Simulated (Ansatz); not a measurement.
# Quasi-harmonic thermodynamics of BAs (F-43m), part 4 of 5

Wanted: α(T), C_P(T) and B(T) of BAs in the quasi-harmonic approximation.

What experiment has found for this phase:
- volume expansion coefficient 11.55 1e-6/K near room temperature (given in “Basic Physical Properties of Cubic Boron Arsenide (three times its linear coefficient)”, 2019, arxiv:1911.11281)
- volume expansion coefficient 10.8 1e-6/K near room temperature (given in “Thermal expansion coefficients of high thermal conducting BAs and BP materials (three times its linear coefficient)”, 2019, arxiv:1906.04101)

Ansatz 0.2.0; DFT LDA, scalar-relativistic, plane waves, PAW.

So far, principal linear expansion coefficients at 298 K (× 1e-6/K): step 6 (the quasi-harmonic study, cutoff 550 eV, k-mesh 12×12×12) 3.96. The relaxed cell has a = 4.732 Å (conventional setting).

### 7. Phonons on strained cells, cutoff 487.2 eV, k-mesh 20×20×20

The study relaxes the crystal at several strains, solves the phonons on some of them and minimises the free energy at each temperature (static energy, vibrations, the electrons in a metal, and PV under a set pressure); the q-mesh sets how far the force constants reach.

Contents of input.yaml:

```yaml
crystal:
  lattice:
    - [0.0, 2.3660417805, 2.3660417805]
    - [2.3660417805, 0.0, 2.3660417805]
    - [2.3660417805, 2.3660417805, 0.0]
  atoms:
    - { symbol: B, position: [0.0, 0.0, 0.0] }
    - { symbol: As, position: [0.25, 0.25, 0.25] }
kpoints:
  mp_grid: { grid: [20, 20, 20] }
hamiltonian:
  xc: lda
scf:
  occupations: { method: fixed }
output:
  eigenvalues: true
phonons:
  method: dfpt
  qmesh: [4, 4, 4]
  temperatures: { t_max: 800.0, t_step: 50 }
  thermal_expansion: {}
```

Command:

```
ansatz run input.yaml --threads 4 --pin off --max-ram 16384MiB --backend cpu --events-out ev --progress --plain --runs-dir out
```

Numbers of over 12 decimals in the logs are rounded to 6 here.

The program printed:

```text
[...]
Crystal: 2 atoms, lattice volume = 26.491 Å³
Basis set: ecut = 487.2 eV, 645 PW (Γ), exchange–correlation on 50×50×50 points (8 copies of the dense FFT grid, shifted against one another)
Bands: 13, of which v1, the nominal top of the filled ones, is band 9 counted from 1 (8 counted from 0)
Symmetry: 24 space group operations
[...]
k-points: 256 of 8000 (time reversal used)
[...]
SCF iter   1: F=—  HF=-4923.535959 eV  |F-HF|=—  |Δ(HF+E_count)|=         —  Δρ=7.25e-3  dr2=1.38e-2  ethr=1.77e-3  ⟨swp⟩=4.9  Hψ=17037  notcnv=0  defer=462
[...]
SCF iter   8: F=-4923.531092 eV  HF=-4923.531092 eV  |F-HF|=0.00e0  |Δ(HF+E_count)|=  3.64e-12  Δρ=1.20e-8  dr2=2.64e-14  ethr=1.00e-12  ⟨swp⟩=6.0  Hψ=15798  notcnv=0
SCF 1 converged in 8 iterations: F = -4923.531092 eV  dr2 = 2.64e-14
[...]
relax step   1: F+E_penalty+E_count = -4923.53109201 eV  Δ(F+E_penalty+E_count) = +0.000e0 eV  max|allowed force component| = 3.120e-16 eV/Å  Δτ_max = 0.0000 Å  (8 SCF iters, accepted)
SCF converged after 8 iterations
Free energy (F): -4923.531092 eV
[...]
Internal energy: -4923.531092 eV  (E = F + TS)
E sigma→0 (E₀):  -4923.531092 eV
Fermi energy:    11.296263 eV
[...]
--- Stress (GPa, compression-positive) ---
        0.003313       0.000000      -0.000000
        0.000000       0.003313       0.000000
        0.000000       0.000000       0.003313
  P = ⅓ Tr σ = 0.0033 GPa (0.033 kbar)
--- Band table (eV; the first three rows and the last of 256) ---
  k-point 0: bands = [... 5 lower, -4.3545, 11.2963, 11.2963, 11.2963, 14.5862, 14.5862, 14.5862, 16.3071]
  k-point 1: bands = [... 5 lower, -4.3124, 10.8689, 11.2091, 11.2091, 14.6932, 14.7001, 14.7001, 16.5243]
  k-point 2: bands = [... 5 lower, -4.1865, 9.8893, 10.9855, 10.9855, 14.7741, 14.9943, 14.9943, 17.1230]
  k-point 255: bands = [... 5 lower, 0.0817, 3.2443, 5.6261, 5.9294, 16.5055, 17.3085, 18.0686, 18.5253]
── thermal expansion: 3 new cells, 3 in all ──
thermal expansion: relaxation of cell 2
thermal expansion: relaxation of cell 3
── thermal expansion: 2 new cells, 5 in all ──
thermal expansion: relaxation of cell 4
thermal expansion: lower-state search of cell 4
thermal expansion: phonons of cell 4
thermal expansion: relaxation of cell 5
thermal expansion: phonons of cell 5
── thermal expansion: 5 new cells, 10 in all ──
thermal expansion: relaxation of cell 6
thermal expansion: relaxation of cell 7
thermal expansion: relaxation of cell 8
thermal expansion: relaxation of cell 9
thermal expansion: relaxation of cell 10
thermal expansion: phonons of cell 6
thermal expansion: phonons of cell 7
--- Relaxed structure (1 steps of the walk, 1 accepted, 0 SCFs on fresh bases) ---
  F+E_penalty+E_count = -4923.53109201 eV   max|allowed force component| = 3.120e-16 eV/Å
  atoms:
    - { symbol: B, position: [0.0, 0.0, 0.0] }
    - { symbol: As, position: [0.250000, 0.250000, 0.250000] }
--- Thermal expansion: 10 cells in 3 rounds, 0 GPa ---
  no lower state was reached at cell 4
  without vibrations: a 3.34611, b 3.34611, c 3.34611 Å, V 26.4915 Å³, B 147.07 GPa
  at 0 K: a 3.35453, b 3.35453, c 3.35453 Å, V 26.6918 Å³, B 144.27 GPa
  zero-point expansion: a +0.251, b +0.251, c +0.251, V +0.756 %
[...]
0.00    3.35453    3.35453    3.35453    26.6918 |    0.00    0.00    0.00    0.00 |    5.31 |     0.000     0.000 |   144.27   144.27
   100.00    3.35463    3.35463    3.35463    26.6943 |    0.95    0.95    0.95    2.86 |    7.53 |    12.835    12.833 |   144.16   144.18
   200.00    3.35521    3.35521    3.35521    26.7082 |    2.56    2.56    2.56    7.67 |    9.89 |    25.424    25.396 |   143.65   143.80
   298.15    3.35630    3.35630    3.35630    26.7342 |    3.97    3.97    3.97   11.90 |       - |    34.119    34.022 |   142.82   143.23
   350.00    3.35704    3.35704    3.35704    26.7519 |    4.51    4.51    4.51   13.54 |   12.76 |    37.318    37.171 |   142.31   142.87
   450.00    3.35869    3.35869    3.35869    26.7913 |    5.26    5.26    5.26   15.78 |   14.08 |    41.542    41.287 |   141.25   142.12
   550.00    3.36054    3.36054    3.36054    26.8357 |    5.74    5.74    5.74   17.22 |   15.08 |    44.153    43.784 |   140.13   141.31
   650.00    3.36253    3.36253    3.36253    26.8834 |    6.07    6.07    6.07   18.21 |   15.86 |    45.856    45.371 |   138.98   140.46
   750.00    3.36461    3.36461    3.36461    26.9334 |    6.31    6.31    6.31   18.94 |   16.49 |    47.030    46.428 |   137.81   139.59
   800.00    3.36569    3.36569    3.36569    26.9591 |    6.41    6.41    6.41   19.24 |   16.77 |    47.487    46.827 |   137.22   139.15
[...]
vibrations' free energy: its fit passes through its cells
  the electrons' free energy at temperature is not in it: every band gap is over 0.83 eV
  free energies summed between the sampled wave vectors
[...]
the FFT grids of the static calculations differ: 24 × 24 × 24, 25 × 25 × 25
  band gaps on the cells' k-points are 1.078 to 1.136 eV
```

Wall time 49 min (4 threads of Arm Neoverse V2, shared host); peak memory 7.3 GiB.

This step gave:

```
pressure                                         : 0.003313 GPa
gap on the k-mesh                                : 1.105 eV
volume expansion coefficient at 298 K            : 11.90 1e-6/K
Grüneisen parameter at 298 K                     : 0.8042
principal linear expansion coefficients at 298 K : 3.966, 3.966, 3.966 1e-6/K
```

Strained cells of the study; zero-point energy where phonons were solved; the pressures are stresses at a fixed cutoff and can carry an offset from the finite basis. Expansion cells, by row:

```
cell  |a| (Å)  |b| (Å)  |c| (Å)  V (Å³/atom)  E - E_lowest (meV/atom)  pressure, compression positive (GPa)  gap (eV)  zero-point energy (meV/atom)
   1    3.346    3.346    3.346        13.25                        0                                -0.017     1.105                             -
   2    3.373    3.373    3.373        13.57                    3.411                                -3.366     1.126                             -
   3     3.32     3.32     3.32        12.93                    3.539                                 3.673     1.083                             -
   4    3.346    3.346    3.346        13.25                        0                                 -0.05     1.105                         82.35
   5    3.363    3.363    3.363        13.45                    1.383                                -2.182     1.118                         80.99
   6    3.355    3.355    3.355        13.35                    0.406                                -1.207     1.112                         81.62
   7    3.373    3.373    3.373        13.57                    3.503                                -3.409     1.126                         80.17
   8    3.313    3.313    3.313        12.86                    5.484                                 4.623     1.078                             -
   9     3.33     3.33     3.33        13.05                    1.339                                 2.217     1.091                             -
  10    3.387    3.387    3.387        13.73                    7.775                                -4.966     1.136                             -
```

Quasi-harmonic; a, b, c are the run's own cell vectors. Expansion, by row:

```
T (K)  a (Å)  b (Å)  c (Å)  alpha (deg)  beta (deg)  gamma (deg)  cell volume (Å³/cell)  alpha_a (1e-6/K)  alpha_b (1e-6/K)  alpha_c (1e-6/K)  alpha_V (1e-6/K)  C_P (J/mol-atom/K)  C_V (J/mol-atom/K)  S (J/mol-atom/K)  B_T (GPa)  B_S (GPa)  Grueneisen  extrapolation  fit error (1e-6/K)
    0  3.355  3.355  3.355           60          60           60                  26.69                 0                 0                 0                 0                   0                   0                 0      144.3      144.3           -              0                   0
   50  3.355  3.355  3.355           60          60           60                  26.69               0.2               0.2               0.2              0.61               1.729               1.729             0.539      144.3      144.3       0.411              0                   0
  100  3.355  3.355  3.355           60          60           60                  26.69              0.95              0.95              0.95              2.86               6.417               6.416              3.23      144.2      144.2       0.516              0                   0
  150  3.355  3.355  3.355           60          60           60                   26.7              1.73              1.73              1.73              5.19               9.839               9.834             6.509        144        144        0.61              0                   0
  200  3.355  3.355  3.355           60          60           60                  26.71              2.56              2.56              2.56              7.67               12.71                12.7             9.742      143.7      143.8       0.697              0                0.01
  250  3.356  3.356  3.356           60          60           60                  26.72              3.33              3.33              3.33                10               15.16               15.13             12.85      143.3      143.5       0.762              0                0.01
298.1  3.356  3.356  3.356           60          60           60                  26.73              3.97              3.97              3.97              11.9               17.06               17.01             15.69      142.8      143.2       0.804              0                0.01
  300  3.356  3.356  3.356           60          60           60                  26.73              3.99              3.99              3.99             11.96               17.12               17.07             15.79      142.8      143.2       0.805              0                0.01
  350  3.357  3.357  3.357           60          60           60                  26.75              4.51              4.51              4.51             13.54               18.66               18.59             18.55      142.3      142.9       0.835              0                0.01
  400  3.358  3.358  3.358           60          60           60                  26.77              4.93              4.93              4.93             14.79               19.85               19.75             21.13      141.8      142.5       0.856              0                0.01
  450  3.359  3.359  3.359           60          60           60                  26.79              5.26              5.26              5.26             15.78               20.77               20.64             23.52      141.2      142.1       0.871              0                0.01
  500   3.36   3.36   3.36           60          60           60                  26.81              5.52              5.52              5.52             16.57                21.5               21.34             25.75      140.7      141.7       0.882              0                0.01
  550  3.361  3.361  3.361           60          60           60                  26.84              5.74              5.74              5.74             17.22               22.08               21.89             27.82      140.1      141.3       0.891              0                0.01
  600  3.362  3.362  3.362           60          60           60                  26.86              5.92              5.92              5.92             17.76               22.54               22.33             29.77      139.6      140.9       0.898              0                0.01
  650  3.363  3.363  3.363           60          60           60                  26.88              6.07              6.07              6.07             18.21               22.93               22.68             31.59        139      140.5       0.903              0                0.01
  700  3.364  3.364  3.364           60          60           60                  26.91               6.2               6.2               6.2              18.6               23.25               22.98              33.3      138.4        140       0.908              0                0.01
  750  3.365  3.365  3.365           60          60           60                  26.93              6.31              6.31              6.31             18.94               23.52               23.21             34.91      137.8      139.6       0.912              0                0.02
  800  3.366  3.366  3.366           60          60           60                  26.96              6.41              6.41              6.41             19.24               23.74               23.41             36.44      137.2      139.2       0.915              0                0.03
```

Expansion coefficient against temperature; values in 1e-6/K:

```
temperature (K)  volume  principal 1
              0       0            0
             50    0.61          0.2
            100    2.86         0.95
            150    5.19         1.73
            200    7.67         2.56
            250      10         3.33
            298    11.9         3.97
            300    12.0         3.99
            350    13.5         4.51
            400    14.8         4.93
            450    15.8         5.26
            500    16.6         5.52
            550    17.2         5.74
            600    17.8         5.92
            650    18.2         6.07
            700    18.6          6.2
            750    18.9         6.31
            800    19.2         6.41
```

Changing the k-mesh (12×12×12 → 20×20×20) and the cutoff (550 → 487.2 eV) takes the volume expansion at 298 K from 11.9 to 11.9 × 10⁻⁶/K and B_T from 143 to 143 GPa.

### 8. Phonons on strained cells, cutoff 487.2 eV, q-mesh 6×6×6

The study relaxes the crystal at several strains, solves the phonons on some of them and minimises the free energy at each temperature (static energy, vibrations, the electrons in a metal, and PV under a set pressure); the q-mesh sets how far the force constants reach.

Edit input.yaml of step 7 so:

```diff
@@ -9,3 +9,3 @@
 kpoints:
-  mp_grid: { grid: [20, 20, 20] }
+  mp_grid: { grid: [12, 12, 12] }
 hamiltonian:
@@ -18,3 +18,3 @@
   method: dfpt
-  qmesh: [4, 4, 4]
+  qmesh: [6, 6, 6]
   temperatures: { t_max: 800.0, t_step: 50 }
```

The program printed:

```text
[...]
Crystal: 2 atoms, lattice volume = 26.491 Å³
Basis set: ecut = 487.2 eV, 645 PW (Γ), exchange–correlation on 50×50×50 points (8 copies of the dense FFT grid, shifted against one another)
Bands: 13, of which v1, the nominal top of the filled ones, is band 9 counted from 1 (8 counted from 0)
Symmetry: 24 space group operations
[...]
vibrations' free energy: its fit passes through its cells
  the electrons' free energy at temperature is not in it: every band gap is over 0.83 eV
  free energies summed between the sampled wave vectors
[...]
the FFT grids of the static calculations differ: 24 × 24 × 24, 25 × 25 × 25
  band gaps on the cells' k-points are 1.082 to 1.143 eV
[key lines of the parts left out:]
SCF converged after 8 iterations
Free energy (F): -4923.531027 eV
Fermi energy:    11.296306 eV
P = ⅓ Tr σ = 0.0029 GPa (0.029 kbar)
```

Elapsed: 36 min, on 4 threads; peak memory 2 GiB; 2.3 h of CPU time.

Changing the q-mesh (4×4×4 → 6×6×6) and the k-mesh (20×20×20 → 12×12×12) takes the volume expansion at 298 K from 11.9 to 12.0 × 10⁻⁶/K and B_T from 143 to 143 GPa.

[end of part 4 of 5]

[Logs are printed without paths, hosts, clocks, repeated set-up lines and the standing remarks that a program may print on its own settings, such as how far it seeks lower states.]

[Hosts, paths, dates, database ids (printed as entryN), source tags and the programs' standing remarks are cut or masked in the printed files.]

[A step with changed settings may run another functional than the one named; its input shows which.]
